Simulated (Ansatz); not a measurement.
# Lattice dynamics of Mg2Ir (built on the sites of a database entry of Sr2Rh), part 2 of 2

The cell of Mg2Ir (built on the sites of a database entry of Sr2Rh) is at rest. What are its phonons? After the zone centre comes a 2×2×2 q mesh on a 10×10×10 k mesh.

Ansatz 0.2.0; DFT PBEsol, scalar-relativistic, plane waves, PAW.

So far. Step 2 (Zone-centre response): Before it was imposed, the acoustic sum rule was missed by 5.1e-5 eV/Å². Small misses are needed for a sound result but don't prove that mesh and cutoff are converged. The lowest optical mode is real, 221 cm⁻¹.

The structure was built from a prototype and need not be the compound's stable phase.

## 3. The dispersion

Stability and thermal properties need the whole zone. Linear response on a 2×2×2 q mesh gives force constants as far as a supercell of that size would.

The input, input.yaml:

```yaml
crystal:
  lattice:
    - [0.0, 3.0772568441, 3.0772568441]
    - [3.0772568441, 0.0, 3.0772568441]
    - [3.0772568441, 3.0772568441, 0.0]
  atoms:
    - { symbol: Mg, position: [0.75, 0.75, 0.75] }
    - { symbol: Mg, position: [0.25, 0.25, 0.25] }
    - { symbol: Ir, position: [0.0, 0.0, 0.0] }
kpoints:
  mp_grid: { grid: [10, 10, 10] }
hamiltonian:
  xc: pbesol
scf:
  occupations: { method: methfessel_paxton, width: 0.15 }
output:
  eigenvalues: true
phonons:
  method: dfpt
  qmesh: [2, 2, 2]
  temperatures: { t_max: 1000, t_step: 50 }
  qpath:
    path:
      - [[0.0, 0.0, 0.0], [0.5, 0.0, 0.5], [0.625, 0.25, 0.625]]
      - [[0.375, 0.375, 0.75], [0.0, 0.0, 0.0], [0.5, 0.5, 0.5], [0.5, 0.25, 0.75], [0.5, 0.0, 0.5]]
    npoints: 10
```

Run with:

```bash
$ ansatz run input.yaml --threads 8 --pin off --max-ram 14336MiB --backend cpu --events-out ev --progress --plain --runs-dir out
```

Numbers of over 12 decimals in the logs are rounded to 6 here.

What it wrote:

```text
[...]
Crystal: 3 atoms, lattice volume = 58.280 Å³
Basis set: ecut = 420 eV, 1139 PW (Γ), exchange–correlation on 60×60×60 points (8 copies of the dense FFT grid, shifted against one another)
Bands: 23, of which v1, the nominal top of the filled ones, is band 19 counted from 1 (18 counted from 0)
Symmetry: 48 space group operations
k-points: 47 of 1000
[...]
SCF iter   1: F=—  HF=-15623.107071 eV  |F-HF|=—  |Δ(HF+E_count)|=         —  Δρ=3.56e-3  dr2=5.37e-3  ethr=1.77e-3  ⟨swp⟩=5.0  Hψ=4244  notcnv=0
[...]
SCF iter   8: F=-15623.106985 eV  HF=-15623.106985 eV  |F-HF|=1.64e-11  |Δ(HF+E_count)|=  5.46e-12  S|Δr|=    0.00e0  Δρ=6.38e-8  dr2=3.19e-12  ethr=1.00e-12  ⟨swp⟩=5.7  Hψ=5110  notcnv=0
SCF 1 converged in 8 iterations: F = -15623.106985 eV  dr2 = 3.19e-12
[...]
phonons: the bands overlap, so this run is a metal and interpolates without the dipole-dipole term. If the crystal is really an insulator or semiconductor, its LO-TO splitting is missing
NSCF: frozen V_eff on 47 k-points
WARN: eigensolver did not converge (k=18): 1 band(s) unlocked after 20 sweeps at ethr=1.26e-12 eV (storage-precision floor; scheduled 1.00e-12 eV) (lowest unlocked band 22, counted from 0; max residual 1.47e-5 eV among the unlocked bands, 1.47e-5 eV over every band; other slots of this pass that fall short are told together in one closing line; warning suppressed until the next SCF loop or pass starts)
[...]
DFPT response loops at q = (0, 0, 0) (fractional): preconditioner auto → Kerker (q_TF=auto, 2.529 Å⁻¹) (partly filled bands, converged f_vac=0.014); β = 1.00, the filter's whole step (`scf.mixing.beta` (0.50) is not read by the response loops under this deck's `scf.mixing.preconditioner`; to damp them name `kerker` or `kerker_dos`, under which they read `scf.mixing.beta`, and type it under 1.00, their step now; both keys bind the ground state too); Broyden in place of MSR1
[...]
SCF converged after 8 iterations
[...]
Free energy (F): -15623.106985 eV
[...]
Internal energy: -15623.105092 eV  (E = F + TS)
E sigma→0 (E₀):  -15623.106512 eV
Entropy (-TS):   -0.001892 eV (-0.631 meV/atom)
Fermi energy:    9.138097 eV
[...]
--- Band table (eV; the first three rows and the last of 47) ---
  k-point 0: bands = [... 15 lower, 7.1801, 8.0760, 8.0760, 14.5995, 14.5995, 14.5995, 17.2854, 17.6038]
  k-point 1: bands = [... 15 lower, 7.2172, 8.0626, 8.0626, 13.4585, 14.4701, 14.4701, 16.9431, 17.7578]
  k-point 2: bands = [... 15 lower, 7.2997, 8.0559, 8.0559, 11.6372, 14.0932, 14.0932, 16.5517, 17.4286]
  k-point 46: bands = [... 15 lower, 7.0474, 8.2045, 8.4302, 9.0596, 9.7279, 10.8826, 16.1417, 16.9308]
--- Phonons (Γ-DFPT): 2 representative perturbations + reference (Σ response iterations 6) ---
  ASR residual: 4.973e-5 → 0.000e0 eV/Å²; symmetrization residual: 5.390e-6 eV/Å²
  ASR residual per site (eV/Å²): 2.42e-5 2.42e-5 4.97e-5
  Γ frequencies (cm⁻¹): 0.00 0.00 0.00 221.35 221.35 221.35 294.50 294.50 294.50
--- Phonons (arbitrary-q DFPT): 3 irreducible q on the 2×2×2 mesh ---
  q = [0.0000, 0.0000, 0.0000] (star 1, of the zone-centre solve; hermiticity 1.54e-6, symmetrization 6.52e-13): -0.00 -0.00 0.00 221.35 221.35 221.35 294.50 294.50 294.50
  q = [0.0000, 0.0000, -0.5000] (star 4, 2 solved perturbations on 282 of 1000 k-point pairs; hermiticity 6.18e-7, symmetrization 5.04e-13): 55.79 55.79 97.55 237.89 242.77 242.77 254.13 256.46 256.46
  q = [0.0000, -0.5000, -0.5000] (star 3, 4 solved perturbations in 546 linear systems a pass and spin channel, the states on 171 of 1000 k-point pairs; hermiticity 9.95e-7, symmetrization 3.28e-13): 71.33 71.33 110.83 185.45 194.57 194.57 271.78 271.78 308.79
  sum rule: each row above includes the acoustic sum rule's correction from the zone centre's row sums; it moved no ω² by more than (0.52 cm⁻¹)²
  mesh force constants: q→R imaginary residual 3.04e-17; ASR residual 4.973e-5 → 0.000e0 eV/Å²; symmetrization residual 1.066e-14 eV/Å²
  interpolated dispersion: 62 rows × 9 modes
  density of states and harmonic sums: on the 18×18×18 q-mesh, interpolated from the force constants of a 2×2×2 supercell (no non-analytic term)
  largest difference from the sums on the solved wave vectors: F 8.19e-2 eV, S 1.14e-4 and C_V 3.23e-5 eV/K
  zero-point energy: 0.104949 eV/cell   skipped modes (ω ≤ 0): 3   left out of the sums: 5.72e-5 of the cell's modes: C_V's classical limit lies that fraction below 3 k_B per atom; for a crystal, a wire or a layer, F and S can be off by more, and a phonons.interpolated_qmesh denser along its periods is the remedy for the sampling
```

Run time: 21 s. Hardware: 8 threads of Arm Neoverse V2, shared host; peak memory 1.1 GiB.

Numbers from this step:

| Property | Result |
| --- | --- |
| sum-rule residual before enforcement | 4.97e-5 eV/Å² |
| lowest frequency on the path | 0 cm⁻¹ |
| highest frequency on the path or at a solved wavevector | 308.8 cm⁻¹ |
| mean frequency | 188.1 cm⁻¹ |
| Debye temperature (second moment) | 384 K |
| logarithmic mean frequency | 161.3 cm⁻¹ |
| lowest mode on the q mesh (acoustic modes at Γ apart) | 55.79 cm⁻¹ |
| zero-point energy per atom | 34.98 meV |
| heat capacity at 300 K | 23.04 J/(mol atoms K) |
| vibrational entropy at 300 K | 32.34 J/(mol atoms K) |
| edges of the widest gap between branches, on path and mesh | 110.8, 185.4 cm⁻¹ |

Frequencies (cm⁻¹) solved at each irreducible wavevector; negative means imaginary. Frequencies by wavevector, by row:

```
q in reciprocal lattice units  star  mode 1  mode 2  mode 3  mode 4  mode 5  mode 6  mode 7  mode 8  mode 9
                        0 0 0     1       0       0       0   221.3   221.3   221.3   294.5   294.5   294.5
                     0 0 -0.5     4    55.8    55.8    97.5   237.9   242.8   242.8   254.1   256.5   256.5
                  0 -0.5 -0.5     3    71.3    71.3   110.8   185.4   194.6   194.6   271.8   271.8   308.8
```

Interpolated from a 2×2×2 q mesh, rough between the solved points. Phonon branches along the path, in cm⁻¹:

```
    point  branch 1  branch 2  branch 3  branch 4  branch 5  branch 6  branch 7  branch 8  branch 9
        Γ         0         0         0       221       221       221       294       294       294
  halfway        52        52        89       209       209       246       266       283       283
        X        71        71       111       186       195       195       272       272       309
  halfway        71        75       106       186       197       200       270       272       306
        U        70        84        94       189       206       213       265       270       300
jump to K        70        84        94       189       206       213       265       270       300
  halfway        55        55        88       208       235       247       259       265       287
        Γ         0         0         0       221       221       221       294       294       294
  halfway        45        45        82       220       231       231       276       276       280
        L        56        56        98       238       243       243       254       256       256
  halfway        66        73        95       209       211       240       247       276       283
        W        78        87        87       189       192       239       239       285       296
  halfway        74        75       102       187       194       210       263       277       304
        X        71        71       111       186       195       195       272       272       309
```

The phonon branches as a text plot (rows in cm⁻¹):

```
    302 |         *********                                ******
    290 |******* *         *****************           *****
    277 |   *   **********       ***       ***      *****   *****
    264 |    ***       ******** *             *** ***        **
    251 |    ***            *****               ********   **
    238 |   *               ********         ***************
    225 |***    *          **    ***************   **       *
    212 |   **** *       ***    ****                 **      *
    199 |       *********** ****                       **    ****
    187 |           ********                             ********
    174 |
    161 |
    148 |
    135 |
    122 |
    109 |        *******                                      ***
     96 |       *       *** ****              ***********   **
     84 |    ***        *****   **          **         ******
     71 |        **************   **       *         *****  *****
     58 |   *  **              **         *   ********
     45 |  * **                  *  *       **
     32 |   *                     ***    ***
     19 | **                        **  **
      6 |**                          ****
         Γ           X  U|K            Γ         L        W     X
```

Tetrahedra on a 18×18×18 mesh, mean over bins of 5 cm-1. Interpolated from a 2×2×2 q mesh, rough between the solved points. Phonon density of states against wavenumber; read off at these points:

```
wavenumber (cm⁻¹)  phonon density of states (1/cm⁻¹/cell)
                2                                  2.0e-5
               18                                 0.00113
               32                                 0.00519
               48                                  0.0178
               62                                  0.0667
               68                                  0.0789
               78                                  0.0385
               88                                  0.0142
               98                                  0.0731
              102                                  0.0148
              118                                       0
              132                                       0
              148                                       0
              162                                       0
              178                                       0
              192                                  0.0330
              208                                  0.0582
              218                                  0.0618
              222                                  0.0534
              232                                  0.0481
              248                                  0.0358
              262                                  0.0585
              278                                  0.0835
              292                                  0.0347
              308                                 0.00358
```

The partial phonon density of states has structure finer than the step of the table below, so its rows give means over 10 cm⁻¹, whole bins alone (the curve runs from -10 to 327 cm⁻¹). Peaks (cm⁻¹: height): Ir 68.5: 0.0716, 96.1: 0.0794; Mg 219.1: 0.0588, 238.2: 0.0489, 276.4: 0.0805.

Phonopy on the run's constants, 15x15x15 mesh, Gaussian sigma 2.4 cm-1. Interpolated from a 2×2×2 q mesh, rough between the solved points. The partial phonon density of states by wavenumber; means over each step; values in 1/cm⁻¹/cell:

```
wavenumber (cm⁻¹)       Ir       Mg
                0   6.7e-5   1.6e-5
               10   3.5e-4   8.7e-5
               20  0.00134   3.2e-4
               30  0.00362   8.0e-4
               40  0.00828  0.00165
               50   0.0221  0.00374
               60   0.0525  0.00738
               70   0.0652  0.00732
               80   0.0310  0.00300
               90   0.0431  0.00245
              100   0.0399  0.00187
              110  0.00396   9.7e-5
              120   2.0e-5   1.0e-7
              130        0        0
              140        0        0
              150        0        0
              160        0        0
              170        0        0
              180   1.0e-6  0.00101
              190   2.2e-4   0.0250
              200  0.00158   0.0537
              210  0.00349   0.0551
              220  0.00424   0.0526
              230  0.00328   0.0450
              240  0.00320   0.0421
              250  0.00207   0.0371
              260  0.00247   0.0524
              270  0.00348   0.0684
              280  0.00289   0.0754
              290  0.00141   0.0448
              300   3.7e-4   0.0160
              310   1.8e-5  0.00259
              320        0   2.6e-6
```

Harmonic thermodynamic functions per atom, from the density of states. Interpolated from a 2×2×2 q mesh, rough between the solved points. Thermodynamic functions, by row:

```
T (K)  F_vib (meV/atom)  S (J/mol-atom/K)  C_V (J/mol-atom/K)
    0             34.98                 0                   0
   50              34.3             3.991                6.65
  100             30.44             10.97               14.08
  200             12.32             23.37                  21
  300            -16.79             32.34               23.04
  400            -53.96             39.09               23.84
  500            -97.35             44.46               24.23
  600            -145.8              48.9               24.44
  700            -198.5             52.67               24.57
  800            -254.8             55.96               24.66
  900            -314.3             58.87               24.72
 1000            -376.7             61.47               24.76
```

Harmonic mean-square displacement, third of the trace. Interpolated from a 2×2×2 q mesh, rough between the solved points. Mean square displacements, by row:

```
T (K)  Mg1 U_eq (Å²)  Mg2 U_eq (Å²)  Ir3 U_eq (Å²)
    0        0.00328        0.00328        0.00119
  100        0.00446        0.00446        0.00285
  300        0.00971        0.00971        0.00802
  600        0.01862        0.01862        0.01593
```

Symmetry leaves 3 wavevectors to solve. The lowest mode among them, the acoustic zeros apart, lies at q = (0, 0, -0.5) and is real, 55.8 cm⁻¹.

## 4. Isotope substitution

An isotope changes the mass and not the force constants, so no new electronic calculation is needed; the shifts show which modes move this element.

The same force constants with the mass of Mg changed from 24.305 to 25.983 u (phonopy, no LO-TO term). Both lists are sorted by frequency; levels can cross, so a row need not hold one and the same mode. Modes under 3 cm⁻¹ are left out. Isotope shifts, by row:

```
          q  rank  natural mass (cm⁻¹)  changed mass (cm⁻¹)
      0 0 0     4                221.3                215.6
      0 0 0     5                221.3                215.6
      0 0 0     6                221.3                215.6
      0 0 0     7                294.5                284.8
      0 0 0     8                294.5                284.8
      0 0 0     9                294.5                284.8
   0 0 -0.5     1                55.79                55.54
   0 0 -0.5     2                55.79                55.54
   0 0 -0.5     3                97.55                97.37
   0 0 -0.5     4                237.9                230.5
   0 0 -0.5     5                242.8                235.9
   0 0 -0.5     6                242.8                235.9
   0 0 -0.5     7                254.1                245.8
   0 0 -0.5     8                256.5                  248
   0 0 -0.5     9                256.5                  248
0 -0.5 -0.5     1                71.33                71.12
0 -0.5 -0.5     2                71.33                71.12
0 -0.5 -0.5     3                110.8                110.8
0 -0.5 -0.5     4                185.4                179.4
0 -0.5 -0.5     5                194.6                188.2
0 -0.5 -0.5     6                194.6                188.2
0 -0.5 -0.5     7                271.8                263.6
0 -0.5 -0.5     8                271.8                263.6
0 -0.5 -0.5     9                308.8                298.7
```

A mode of this element alone would shift by -3.28 %. The highest zone-centre frequency without the field goes from 294.5 to 284.8 cm⁻¹ (-3.3 %). The product of the frequency ratios over all optical modes at Γ is 0.836; the product rule, (m/m′)^(3k/2) (M′/M)^(3/2) with k = 2 such atoms and M the mass of the cell, gives 0.836.

## 5. What came out

```json
{
  "space group (within 0.01 Å)": "Fm-3m",
  "volume per atom": "19.4 Å³",
  "electronic character": "no gap on this mesh",
  "highest optical mode at the zone centre (no LO-TO term)": "294 cm⁻¹",
  "lowest optical zone-centre mode": "221 cm⁻¹",
  "lowest mode on the q mesh (acoustic modes at Γ apart)": "55.8 cm⁻¹",
  "highest frequency on the path or at a solved wavevector": "309 cm⁻¹",
  "zero-point energy per atom": "35.0 meV",
  "heat capacity at 300 K": "23.0 J/(mol atoms K)",
  "vibrational entropy at 300 K": "32.3 J/(mol atoms K)",
  "Debye temperature (second moment)": "384 K",
  "imaginary modes on the 2×2×2 q mesh": "none"
}
```

**Reading.** The structure is a minimum as far as tested: no mode is imaginary at the 3 irreducible wavevectors of the 2×2×2 mesh, and the softest away from the acoustic zeros lies at 56 cm⁻¹. The optical modes at Γ span 221 to 294 cm⁻¹. The highest mode in this list at Γ, 294.5 cm⁻¹, is mostly motion of Mg (100 % of the kinetic energy). On the path and the mesh, the widest gap between branches runs from 111 to 185 cm⁻¹. The q mesh stands for a supercell only 8.7 Å across, so branches between the solved wavevectors are rough. With no gap, or one that is small against the smearing, the frequencies hang on the k mesh and the smearing, most of all near Kohn anomalies. The phonon runs are without spin polarisation, although the cell has an odd electron count. Spin-orbit coupling is left out, which can matter for the heavy elements here. A phonon run warned that its eigensolver left some bands unconverged in a pass. The starting cell was built on a prototype and not taken from a measurement, so the phase need not exist. These are harmonic frequencies at zero temperature: anharmonic shifts, linewidths and thermal expansion are left out.

[Logs are printed without paths, hosts, clocks, repeated set-up lines and the standing remarks that a program may print on its own settings, such as how far it seeks lower states.]

[Hosts, paths, dates, database ids (printed as entryN), source tags and the programs' standing remarks are cut or masked in the printed files.]
